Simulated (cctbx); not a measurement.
# A crystallographic session in cctbx: LaTaFe

Library: cctbx 2025.11. The data are simulated by the first script.

## 1. Simulate the data

run.py:

```python
from cctbx import adptbx, crystal, miller, sgtbx, xray
from cctbx.array_family import flex
from iotbx.shelx import hklf
from scitbx import matrix
import scitbx.random

cs = crystal.symmetry(unit_cell=(7.127, 4.398, 7.509, 90, 90, 90), space_group_symbol='Hall: -P 2ac 2n')  # Pnma
atoms = [  # label, site, U (iso, or U11 U22 U33 U12 U13 U23 in A^2), occupancy
    ("Ta1", (0.7033, 0.75, 0.595), 0.0122, 1),
    ("La1", (0, 0.75, 0.301), 0.0133, 1),
    ("Fe1", (0.8141, 0.75, 0.9229), 0.0185, 1),
]
xs = xray.structure(crystal_symmetry=cs)
for label, site, u, occ in atoms:
    u = adptbx.u_cif_as_u_star(cs.unit_cell(), u) if isinstance(u, tuple) else u
    xs.add_scatterer(xray.scatterer(label, site=site, u=u, occupancy=occ))
xs.set_inelastic_form_factors(1.54184, "sasaki")
xs.show_summary()
p1 = xs.expand_to_p1()
ms = miller.build_set(p1, anomalous_flag=True, d_min=0.83)
flex.set_random_seed(34186)
scitbx.random.set_random_seed(34186)
ms = ms.select(flex.random_double(ms.size()) < 0.95)
i = ms.structure_factors_from_scatterers(p1, algorithm="direct").f_calc().as_intensity_array().data()
i = i / flex.sqrt(1 + 0.1 * i / flex.max(i))  # extinction
i = i * 70000 / flex.max(i)
sig = flex.sqrt(i + flex.pow2(0.06 * i) + 15 ** 2)
noise = scitbx.random.variate(scitbx.random.normal_distribution())(i.size())
data = ms.array(data=i + sig * noise, sigmas=sig).set_observation_type_xray_intensity()
with open("data.hkl", "w") as f:
    data.export_as_shelx_hklf(f)
print("reflections written:", data.size(), " <I/sigma> = %.1f" % flex.mean(data.data() / data.sigmas()))
for h, a, b in list(data.sort("data"))[:12]:
    print("%4d%4d%4d %9.1f %7.1f" % (h + (a, b)))
```

```console
$ python run.py
```

```text
Number of scatterers: 3
At special positions: 3
Unit cell: (7.127, 4.398, 7.509, 90, 90, 90)
Space group: P n m a (No. 62)
reflections written: 1636  <I/sigma> = 11.3
   0  -2   0   75414.6  4208.4
   0   2   0   68212.1  4208.4
   0   1   3   51986.5  2903.4
   0   1  -3   51759.9  2903.4
   0  -1   3   50557.2  2903.4
   0  -1  -3   46581.4  2903.4
  -2   1   1   33421.7  1924.2
  -2   1  -1   33126.6  1924.2
  -2  -1   1   32826.1  1924.2
   2   1   1   31747.7  1924.2
   2  -1  -1   30968.0  1924.2
   2  -1   1   30645.7  1924.2
```

Run time: 0.31 s on 1 thread of Intel(R) Xeon(R) Platinum 8259CL CPU @ 2.50GHz (Skylake/Cascade Lake), with other jobs on the host, peak memory 0.07 GiB.

## 2. Symmetry

run.py:

```python
from cctbx import crystal, sgtbx, statistics
from cctbx.array_family import flex
from iotbx.shelx import hklf

p1 = crystal.symmetry(unit_cell=(7.127, 4.398, 7.509, 90, 90, 90), space_group_symbol="P 1")
raw = hklf.reader(file_name="data.hkl").as_miller_arrays(crystal_symmetry=p1, anomalous=True)[0]
print(raw.size(), "reflections to d = %.3f A" % raw.d_min())
isig = raw.data() / raw.sigmas()
print("centring   violations  <I/sigma> of those")
best = "P"
for c in "ABCIRF":
    a = raw.customized_copy(space_group_info=sgtbx.space_group_info("Hall: %s 1" % c)).sys_absent_flags().data()
    m = flex.mean(isig.select(a))
    print("%5s %10d of %5d %8.1f" % (c, (isig.select(a) > 4).count(True), a.count(True), m))
    if (isig.select(a) > 4).count(True) < 0.01 * a.count(True):
        best = c
raw = raw.select(~raw.customized_copy(space_group_info=sgtbx.space_group_info("Hall: %s 1" % best)).sys_absent_flags().data())
isig = raw.data() / raw.sigmas()
rows = []
for s in sgtbx.space_group_symbol_iterator():
    g = sgtbx.space_group(s)
    if g.conventional_centring_type_symbol() != best or not g.is_compatible_unit_cell(p1.unit_cell(), 1e-3, 0.02):
        continue
    rows.append((s, g))
print("Laue class    unique    Rint  (classes that these axes allow; Friedel mates merged)")
rint = {}
for s, g in rows:
    laue = g.build_derived_patterson_group()
    key = laue.type().hall_symbol()
    if key not in rint:
        m = raw.customized_copy(space_group_info=laue.info(), anomalous_flag=False).merge_equivalents()
        rint[key] = m.r_int()
        print("%-14s %6d %7.3f" % (laue.type().lookup_symbol(), m.array().size(), m.r_int()))
floor = min(rint.values())
good = [(s, g) for s, g in rows if rint[g.build_derived_patterson_group().type().hall_symbol()] < 2 * floor + 0.03]
top = max(g.build_derived_patterson_group().order_z() for s, g in good)
print("space group    extra absences  I>4sigma  <I/sigma>")
for s, g in good:
    laue = g.build_derived_patterson_group()
    if laue.order_z() != top:
        continue
    a = raw.customized_copy(space_group_info=g.info()).sys_absent_flags().data()
    a &= ~raw.customized_copy(space_group_info=laue.info()).sys_absent_flags().data()
    bad = (isig.select(a) > 4).count(True)
    if bad <= 0.03 * a.count(True):
        print("%-16s %8d %10d %9s  %s" % (s.universal_hermann_mauguin(), a.count(True), bad, "%.1f" % flex.mean(isig.select(a)) if a.count(True) else "-", "centric" if g.is_centric() else "acentric"))
laue = max(good, key=lambda t: t[1].build_derived_patterson_group().order_z())[1].build_derived_patterson_group()
f = raw.customized_copy(space_group_info=laue.info(), anomalous_flag=False).merge_equivalents().array().eliminate_sys_absent().f_sq_as_f()
f.set_observation_type_xray_amplitude()
bins = max(3, min(8, f.size() // 12))
f.setup_binner(n_bins=bins)
w = statistics.wilson_plot(f, {e: n / laue.order_z() for e, n in {'Ta': 4.0, 'La': 4.0, 'Fe': 4.0}.items()}, e_statistics=True)
print("Wilson B = %.2f A^2   <|E^2-1|> = %.3f (0.968 centric, 0.736 acentric)   E^2>4: %.1f %%" % (w.wilson_b, w.mean_e_sq_minus_1, w.percent_e_sq_gt_2))
print("shell (A)         n   <I/sigma>")
m = raw.customized_copy(space_group_info=laue.info(), anomalous_flag=False).merge_equivalents().array().eliminate_sys_absent()
for b in m.setup_binner(n_bins=bins).range_used():
    sel = m.binner().selection(b)
    print("%5.2f - %4.2f %6d %8.1f" % (min(m.binner().bin_d_range(b)[0] if m.binner().bin_d_range(b)[0] > 0 else 99, 99), m.binner().bin_d_range(b)[1], sel.count(True), flex.mean((m.data() / m.sigmas()).select(sel))))
```

```console
$ python run.py
```

```text
1636 reflections to d = 0.830 A
centring   violations  <I/sigma> of those
    A        650 of   832     11.2
    B        628 of   809     11.0
    C        694 of   825     11.7
    I        622 of   824      9.8
    R        883 of  1085     11.4
    F        986 of  1233     11.3
Laue class    unique    Rint  (classes that these axes allow; Friedel mates merged)
P -1              860   0.036
P 1 2/m 1         495   0.041
P 1 1 2/m         471   0.042
P 2/m 1 1         472   0.041
P m m m           288   0.044
space group    extra absences  I>4sigma  <I/sigma>
P 2 2 2                 0          0         -  acentric
P 2 2 21               10          0      -0.2  acentric
P 21 2 2                8          0       0.5  acentric
P 2 21 2                6          0      -0.3  acentric
P 21 21 2              14          0       0.1  acentric
P 2 21 21              16          0      -0.2  acentric
P 21 2 21              18          0       0.1  acentric
P 21 21 21             24          0      -0.0  acentric
P m m 2                 0          0         -  acentric
P 2 m m                 0          0         -  acentric
P m 2 m                 0          0         -  acentric
P 21 m a               71          0      -0.3  acentric
P m 2 a                71          0      -0.3  acentric
P n m 21               75          0      -0.0  acentric
P n 21 m               75          0      -0.0  acentric
P n 21 a              146          0      -0.2  acentric
P m m m                 0          0         -  centric
P m m a                71          0      -0.3  centric
P n m m :1             75          0      -0.0  centric
P n m m :2             75          0      -0.0  centric
P n m a               146          0      -0.2  centric
Wilson B = 1.11 A^2   <|E^2-1|> = 0.898 (0.968 centric, 0.736 acentric)   E^2>4: 3.4 %
shell (A)         n   <I/sigma>
 7.51 - 1.66     46     22.0
 1.66 - 1.32     41     26.5
 1.32 - 1.15     30     24.8
 1.15 - 1.05     33     22.2
 1.05 - 0.97     38     25.7
 0.97 - 0.91     35     26.5
 0.91 - 0.87     27     21.4
 0.87 - 0.83     38     22.4
```

Time: 0.45 s.

## 3. Charge flipping

run.py:

```python
import itertools
from cctbx import crystal, maptbx
from cctbx.array_family import flex
from iotbx.shelx import hklf
from smtbx.ab_initio import charge_flipping as cf

cs = crystal.symmetry(unit_cell=(7.127, 4.398, 7.509, 90, 90, 90), space_group_symbol='Hall: -P 2ac 2n')  # Pnma
raw = hklf.reader(file_name="data.hkl").as_miller_arrays(crystal_symmetry=cs, anomalous=True)[0]
merged = raw.eliminate_sys_absent().merge_equivalents()
fo2 = merged.array().set_observation_type_xray_intensity()
f = fo2.average_bijvoet_mates().f_sq_as_f().resolution_filter(d_min=0.83)
p1 = f.expand_to_p1()
p1.setup_binner_counting_sorted(reflections_per_bin=max(40, p1.size() // 12))
work = p1.array(data=p1.data() / p1.amplitude_quasi_normalisations().data())
flex.set_random_seed(43117)
it = cf.weak_reflection_improved_iterator(delta=None, weak_reflection_fraction=0.2)
it.start(work, phases=flex.random_double(p1.size()) * 6.2832, f_000=0)
it.delta = 1.1 * it.rho_map.sigma()
print("cycle      R  skewness")
for n, st in enumerate(itertools.islice(it, 150)):
    if n % 12 == 0:
        print("%5d %6.3f %8.2f" % (n, st.r1_factor(), st.rho_map.skewness()))
rho = p1.phase_transfer(it.f_calc).fft_map().apply_volume_scaling()
polish = cf.low_density_elimination_iterator(constant_rho_c=rho.sigma())
polish.start(f_obs=p1, phases=it.f_calc, f_000=0)
for _ in range(8):
    next(polish)
print("origin shift          correlation  skewness")
maps = []
for fc, shift, cc in itertools.islice(cf.f_calc_symmetrisations(f, polish.f_calc, 0), 4):
    m = f.phase_transfer(fc).fft_map(symmetry_flags=maptbx.use_space_group_symmetry, resolution_factor=0.25).apply_sigma_scaling()
    maps.append((m.skewness(), cc, m))
    print("%6.3f %6.3f %6.3f %10.3f %9.2f" % (tuple(shift) + (cc, m.skewness())))
skew, cc, m = max((t for t in maps if t[1] > maps[0][1] - 0.04), key=lambda t: t[0])
print("taken: symmetry correlation %.3f, skewness %.2f" % (cc, skew))
peaks = m.peak_search(parameters=maptbx.peak_search_parameters(min_distance_sym_equiv=0.9, max_clusters=8)).all()
sps = cs.special_position_settings(min_distance_sym_equiv=0.5)
print("peak      x       y       z  mult  height/sigma")
for k, (x, h) in enumerate(zip(peaks.sites(), peaks.heights())):
    ss = sps.site_symmetry(x)
    print("Q%-3d %7.4f %7.4f %7.4f %4d %8.1f" % ((k + 1,) + tuple(t % 1 for t in ss.exact_site()) + (ss.multiplicity(), h)))
```

```console
$ python run.py
```

```text
cycle      R  skewness
    0  0.572     0.12
   12  0.487     1.18
   24  0.481     1.42
   36  0.457     2.93
   48  0.463     2.69
   60  0.453     2.99
   72  0.447     2.98
   84  0.454     2.72
   96  0.432     2.79
  108  0.432     2.62
  120  0.435     2.83
  132  0.432     2.93
  144  0.424     2.91
origin shift          correlation  skewness
 0.117  0.162  0.038      0.869      2.36
 0.406  0.163  0.047      0.854      3.14
 0.128  0.165  0.235      0.843      1.48
 0.396  0.173  0.234      0.833      1.00
taken: symmetry correlation 0.854, skewness 3.14
peak      x       y       z  mult  height/sigma
Q1    0.0089  0.2500  0.1029    4     10.7
Q2    0.1105  0.7500  0.6079    4      8.2
Q3    0.1986  0.2500  0.7120    4      6.1
Q4    0.1978  0.7500  0.2996    4      5.5
Q5    0.0121  0.2500  0.5186    4      2.3
Q6    0.1405  0.7500  0.7799    4      2.3
Q7    0.1785  0.2500  0.0925    4      2.2
Q8    0.0945  0.0030  0.6818    8      1.9
```

Time: 0.43 s.

## 4. Refinement (model from the peaks)

run.py:

```python
import math
from cctbx import adptbx, crystal, maptbx, sgtbx, xray
from cctbx.array_family import flex
from cctbx.xray import observations
from iotbx.shelx import hklf
from scitbx.lstbx import normal_eqns_solving
from smtbx import absolute_structure, utils
from smtbx.refinement import constraints, least_squares

cs = crystal.symmetry(unit_cell=(7.127, 4.398, 7.509, 90, 90, 90), space_group_symbol='Hall: -P 2ac 2n')  # Pnma
atoms = [  # label, site, U (iso, or U11 U22 U33 U12 U13 U23 in A^2), occupancy
    ("La1", (0.0089, 0.25, 0.1029), 0.0200, 1),
    ("Ta1", (0.1105, 0.75, 0.6079), 0.0200, 1),
    ("Fe1", (0.1986, 0.25, 0.712), 0.0200, 1),
]
xs = xray.structure(crystal_symmetry=cs)
for label, site, u, occ in atoms:
    u = adptbx.u_cif_as_u_star(cs.unit_cell(), u) if isinstance(u, tuple) else u
    xs.add_scatterer(xray.scatterer(label, site=site, u=u, occupancy=occ))
xs.set_inelastic_form_factors(1.54184, "sasaki")
raw = hklf.reader(file_name="data.hkl").as_miller_arrays(crystal_symmetry=cs, anomalous=True)[0]
merged = raw.eliminate_sys_absent().merge_equivalents()
fo2 = merged.array().set_observation_type_xray_intensity()
print("Rint %.3f, %d unique reflections to %.2f A" % (merged.r_int(), fo2.size(), fo2.d_min()))
for sc in xs.scatterers():
    sc.flags.set_grad_site(True)
    sc.flags.set_grad_u_aniso(sc.flags.use_u_aniso())
    sc.flags.set_grad_u_iso(sc.flags.use_u_iso())
obs = fo2.as_xray_observations()
extra = {}
rep = constraints.reparametrisation(xs, [], utils.connectivity_table(xs), **extra)
ls = least_squares.crystallographic_ls(obs, rep, weighting_scheme=least_squares.mainstream_shelx_weighting(a=0, b=0))
print("cycle     R1     wR2    GooF  max shift (A)")
for cycle in range(6):
    ls.build_up()
    r1, wr2, goof = ls.r1_factor(cutoff_factor=2)[0], ls.wR2(), ls.goof()
    old = xs.sites_cart()
    normal_eqns_solving.levenberg_marquardt_iterations(ls, n_max_iterations=3, tau=0.0001, step_threshold=1e-7)
    big = flex.max((xs.sites_cart() - old).norms())
    print("%4d %7.4f %7.4f %7.3f %9.5f" % (cycle + 1, r1, wr2, goof, big))
    ls.build_up(objective_only=True)
    if abs(ls.wR2() - wr2) < 5e-5 and big < 5e-4:
        break
ls.build_up()
print("final R1 %.4f wR2 %.4f GooF %.3f  parameters %d  data/parameter %.1f" % (ls.r1_factor(cutoff_factor=2)[0], ls.wR2(), ls.goof(), ls.n_parameters, fo2.size() / ls.n_parameters))
cov = ls.covariance_matrix_and_annotations()
su = dict(zip(cov.annotations, (math.sqrt(max(v, 0)) for v in cov.matrix.matrix_packed_u_diagonal())))
a2 = cs.unit_cell().reciprocal_parameters()[0] ** -2
print("atom        x        y        z      Ueq    occ   su(xyz)  su(Uiso or U11)")
for sc in xs.scatterers():
    s = max(su.get(sc.label + k, 0) for k in (".x", ".y", ".z"))
    npd = "" if sc.is_positive_definite_u(cs.unit_cell()) else "  NPD"
    print("%-5s %8.5f %8.5f %8.5f %8.4f %6.3f %8.5f %7.4f%s" % ((sc.label,) + sc.site + (sc.u_iso_or_equiv(cs.unit_cell()), sc.occupancy, s, su.get(sc.label + ".uiso", su.get(sc.label + ".u11", 0) * a2), npd)))
fo = fo2.f_sq_as_f()
fc = fo.structure_factors_from_scatterers(xs, algorithm="direct").f_calc()
diff = fo.f_obs_minus_f_calc(1 / math.sqrt(ls.scale_factor()), fc).average_bijvoet_mates()
m = diff.fft_map(symmetry_flags=maptbx.use_space_group_symmetry, resolution_factor=0.25).apply_volume_scaling()
print("difference map: max %.2f min %.2f rms %.2f" % (m.statistics().max(), m.statistics().min(), m.statistics().sigma()))
peaks = m.peak_search(parameters=maptbx.peak_search_parameters(min_distance_sym_equiv=0.6, max_clusters=5)).all()
near = xs.closest_distances(peaks.sites(), distance_cutoff=4)
sps = cs.special_position_settings(min_distance_sym_equiv=0.5)
for k, (x, h) in enumerate(zip(peaks.sites(), peaks.heights())):
    ss = sps.site_symmetry(x)
    print("Q%-3d %7.4f %7.4f %7.4f %4d %7.2f  %.2f A from %s" % ((k + 1,) + tuple(t % 1 for t in ss.exact_site()) + (ss.multiplicity(), h, near.smallest_distances[k], xs.scatterers()[near.i_seqs[k]].label)))
```

```console
$ python run.py
```

```text
Rint 0.043, 245 unique reflections to 0.83 A
cycle     R1     wR2    GooF  max shift (A)
   1  0.7474  0.9349  29.723   0.14585
   2  0.6643  0.8745  27.802   0.00534
   3  0.6637  0.8738  27.779   0.03377
   4  0.6948  0.8947  28.444   0.00676
   5  0.6618  0.8699  27.653   0.02214
   6  0.6947  0.8942  28.428   0.00940
final R1 0.6619 wR2 0.8695 GooF 27.642  parameters 9  data/parameter 27.2
atom        x        y        z      Ueq    occ   su(xyz)  su(Uiso or U11)
La1    0.02938  0.25000  0.08713   0.0001  1.000  0.00587  0.0083
Ta1    0.10380  0.75000  0.60072   0.0001  1.000  0.00414  0.0077
Fe1    0.18896  0.25000  0.69620   0.0001  1.000  0.01368  0.0191
difference map: max 293.17 min -181.59 rms 37.93
Q1    0.0993  0.7500  0.6055    4  303.96  0.05 A from Ta1
Q2    0.1936  0.2500  0.6930    4  297.26  0.04 A from Fe1
Q3    0.9997  0.2500  0.0914    4  283.13  0.21 A from La1
Q4    0.1953  0.7500  0.3003    4  248.70  1.14 A from Fe1
Q5    0.1019  0.2500  0.3702    4  131.49  1.48 A from Ta1
```

Time: 0.52 s.

Figures of merit this high mean that the model is still wrong or incomplete.

## 5. Charge flipping

run.py, as its changes from the last script of this kind:

```diff
@@ -13,3 +13,2 @@
-p1.setup_binner_counting_sorted(reflections_per_bin=max(40, p1.size() // 12))
-work = p1.array(data=p1.data() / p1.amplitude_quasi_normalisations().data())
-flex.set_random_seed(43117)
+work = p1
+flex.set_random_seed(43118)
@@ -20,2 +19,2 @@
-for n, st in enumerate(itertools.islice(it, 150)):
-    if n % 12 == 0:
+for n, st in enumerate(itertools.islice(it, 300)):
+    if n % 25 == 0:
```

```console
$ python run.py
```

```text
cycle      R  skewness
    0  0.566     0.13
   25  0.304     3.67
   50  0.251     3.73
   75  0.226     3.71
  100  0.232     3.69
  125  0.242     3.79
  150  0.234     3.69
  175  0.249     3.76
  200  0.235     3.69
  225  0.241     3.82
  250  0.222     3.65
  275  0.242     3.79
origin shift          correlation  skewness
-0.011  0.322  0.369      0.893      3.07
 0.289  0.322  0.367      0.886      2.10
-0.005  0.309  0.236      0.871      1.24
 0.280  0.313  0.235      0.861      1.10
taken: symmetry correlation 0.893, skewness 3.07
peak      x       y       z  mult  height/sigma
Q1    0.0016  0.2500  0.8017    4     10.9
Q2    0.2102  0.7500  0.5925    4      9.7
Q3    0.2082  0.2500  0.4125    4      4.3
Q4    0.2217  0.7500  0.7569    4      2.7
Q5    0.2014  0.7500  0.0318    4      2.5
Q6    0.0984  0.2500  0.1017    4      2.4
Q7    0.0270  0.5292  0.1277    8      2.2
Q8    0.1215  0.1241  0.2834    8      1.7
```

Time: 0.46 s.

## 6. Refinement (model from the peaks)

run.py, as its changes from the last script of this kind:

```diff
@@ -12,3 +12,3 @@
-    ("La1", (0.0089, 0.25, 0.1029), 0.0200, 1),
-    ("Ta1", (0.1105, 0.75, 0.6079), 0.0200, 1),
-    ("Fe1", (0.1986, 0.25, 0.712), 0.0200, 1),
+    ("La1", (0.0016, 0.25, 0.8017), 0.0200, 1),
+    ("Ta1", (0.2102, 0.75, 0.5925), 0.0200, 1),
+    ("Fe1", (0.2082, 0.25, 0.4125), 0.0200, 1),
```

```console
$ python run.py
```

```text
Rint 0.043, 245 unique reflections to 0.83 A
cycle     R1     wR2    GooF  max shift (A)
   1  0.1669  0.4717  14.997   0.17816
   2  0.0120  0.0293   0.932   0.00006
final R1 0.0120 wR2 0.0293 GooF 0.932  parameters 9  data/parameter 27.2
atom        x        y        z      Ueq    occ   su(xyz)  su(Uiso or U11)
La1    0.00008  0.25000  0.80100   0.0131  1.000  0.00005  0.0001
Ta1    0.20338  0.75000  0.59504   0.0120  1.000  0.00004  0.0001
Fe1    0.18582  0.25000  0.42308   0.0186  1.000  0.00015  0.0003
difference map: max 0.70 min -1.21 rms 0.22
Q1    0.1656  0.1154  0.4676    8    0.71  0.69 A from Fe1
Q2    0.9981  0.0478  0.7489    8    0.67  0.97 A from La1
Q3    0.1013  0.5762  0.3270    8    0.66  1.42 A from La1
Q4    0.1680  0.1388  0.7700    8    0.64  1.31 A from La1
Q5    0.1338  0.6588  0.9547    8    0.60  1.37 A from Fe1
```

Run time: 0.45 s on 1 thread of Intel(R) Xeon(R) Platinum 8259CL CPU @ 2.50GHz (Skylake/Cascade Lake) (shared host), peak memory 0.09 GiB.

[Logs are printed without paths, hosts, clocks, repeated set-up lines and the standing remarks that a program may print on its own settings, such as how far it seeks lower states.]
